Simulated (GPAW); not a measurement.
Consider zinc-blende (ZnS)1-x(CdS)x, x = 0.75.

```cif
data_structure
_symmetry_space_group_name_H-M 'P 1'
_symmetry_Int_Tables_number 1
_cell_length_a 8.0858
_cell_length_b 8.0858
_cell_length_c 8.0858
_cell_angle_alpha 60.000
_cell_angle_beta 60.000
_cell_angle_gamma 60.000
_cell_volume 373.81
loop_
_atom_site_label
_atom_site_type_symbol
_atom_site_fract_x
_atom_site_fract_y
_atom_site_fract_z
_atom_site_occupancy
Cd1 Cd 0.00205 0.00081 0.99905 1
S2 S 0.11243 0.13757 0.13742 1
Zn3 Zn 0.99853 0.00125 0.50055 1
S4 S 0.11875 0.11912 0.61773 1
Zn5 Zn 0.99964 0.50040 0.00095 1
S6 S 0.11834 0.61921 0.11882 1
Cd7 Cd 0.00258 0.50070 0.50011 1
S8 S 0.11266 0.63796 0.63773 1
Cd9 Cd 0.49754 0.00034 0.99889 1
S10 S 0.62461 0.12520 0.12470 1
Cd11 Cd 0.49886 0.99969 0.50046 1
S12 S 0.64343 0.11842 0.61760 1
Cd13 Cd 0.49784 0.50138 0.00300 1
S14 S 0.64427 0.61886 0.11860 1
Cd15 Cd 0.49797 0.50007 0.49996 1
S16 S 0.62498 0.62384 0.62668 1
```

Absorber: atom 4, with 1 Zn at 2.35 Å, 1 Cd at 2.51 Å and 2 Cd at 2.52 Å (distorted tetrahedral). Method: GPAW, LDA, excited-electron core hole (neutral cell), 16-atom cell with 8.1 Å between holes, 4×4×4 k points, dipole transitions, Gaussian full width 0.9 eV up to 4 eV, rising linearly to 3.5 eV at 25 eV.

**Question.** Where do the maxima of the S K edge fall?

Main maxima up to 24 eV above the zero (height): 3.2 eV (1.95), 6.3 eV (1.85) and 14.4 eV (1.27). A K edge sees empty p states on the absorber. The total-energy difference is 2474.46 eV. One term is added: -16.82 eV, since the hole is spin-paired here and a spin-polarised one costs that much less in the free atom (computed apart). The photon energy is then 2457.64 eV. The functional leaves an error in such absolute values: in the free atom LDA prices this hole 9.1 eV below PBE (computed apart), and PBE is itself good to a few eV.

The S K spectrum (energy from the bottom of the conduction band, which holds the excited electron; intensity scaled to a mean of 1 over the first 20 eV):

```csv
E (eV),isotropic,ε ∥ x,ε ∥ y
-2.0,0.00,0.00,0.00
-1.5,0.00,0.00,0.00
-1.0,0.00,0.00,0.00
-0.5,0.00,0.00,0.00
0.0,0.01,0.01,0.01
0.5,0.07,0.07,0.07
1.0,0.23,0.22,0.23
1.5,0.58,0.55,0.60
2.0,1.12,1.05,1.16
2.5,1.65,1.68,1.64
3.0,1.92,2.03,1.86
3.5,1.85,1.88,1.84
4.0,1.67,1.65,1.67
4.5,1.55,1.59,1.53
5.0,1.23,1.24,1.23
5.5,1.32,1.29,1.34
6.0,1.75,1.69,1.78
6.5,1.80,1.76,1.82
7.0,1.43,1.43,1.42
7.5,1.16,1.18,1.15
8.0,1.02,1.03,1.01
8.5,0.92,0.92,0.92
9.0,0.85,0.85,0.86
9.5,0.72,0.72,0.72
10.0,0.54,0.54,0.54
10.5,0.43,0.43,0.44
11.0,0.44,0.43,0.44
11.5,0.52,0.52,0.53
12.0,0.65,0.64,0.65
12.5,0.80,0.80,0.80
13.0,0.98,0.98,0.98
13.5,1.14,1.15,1.14
14.0,1.25,1.26,1.24
14.5,1.27,1.29,1.26
15.0,1.24,1.25,1.23
15.5,1.15,1.16,1.14
16.0,1.04,1.04,1.04
16.5,0.92,0.92,0.93
17.0,0.83,0.82,0.83
17.5,0.75,0.74,0.75
18.0,0.70,0.69,0.70
18.5,0.67,0.67,0.68
19.0,0.67,0.66,0.68
19.5,0.68,0.68,0.69
20.0,0.71,0.70,0.71
20.5,0.74,0.74,0.74
21.0,0.77,0.77,0.77
21.5,0.79,0.79,0.79
22.0,0.81,0.82,0.81
22.5,0.84,0.85,0.83
23.0,0.87,0.88,0.87
23.5,0.93,0.94,0.92
24.0,0.99,1.00,0.99
24.5,1.06,1.07,1.06
25.0,1.12,1.12,1.12
25.5,1.16,1.16,1.16
26.0,1.17,1.17,1.17
26.5,1.16,1.16,1.17
27.0,1.13,1.13,1.14
27.5,1.09,1.08,1.09
28.0,1.04,1.03,1.04
28.5,0.99,0.98,1.00
29.0,0.96,0.95,0.96
```

The mesh is coarse (0.24 Å⁻¹ between points), so small maxima may be mesh ripples.

[Banner, clock and machine lines of the logs are left out without a mark of their own.]

[Logs are printed without paths, hosts, clocks, repeated set-up lines and the standing remarks that a program may print on its own settings, such as how far it seeks lower states.]

[Hosts, paths, dates, database ids (printed as entryN), source tags and the programs' standing remarks are cut or masked in the printed files.]

[Lists of maxima count a maximum above −3 eV only where it reaches 4 % of the highest in the window and stands out from its surroundings by 2 % of it (1.5 % where it reaches 55 %); shoulders and weaker maxima are passed over, and of the rest the first, up to two pre-edge ones and the few strongest are named.]
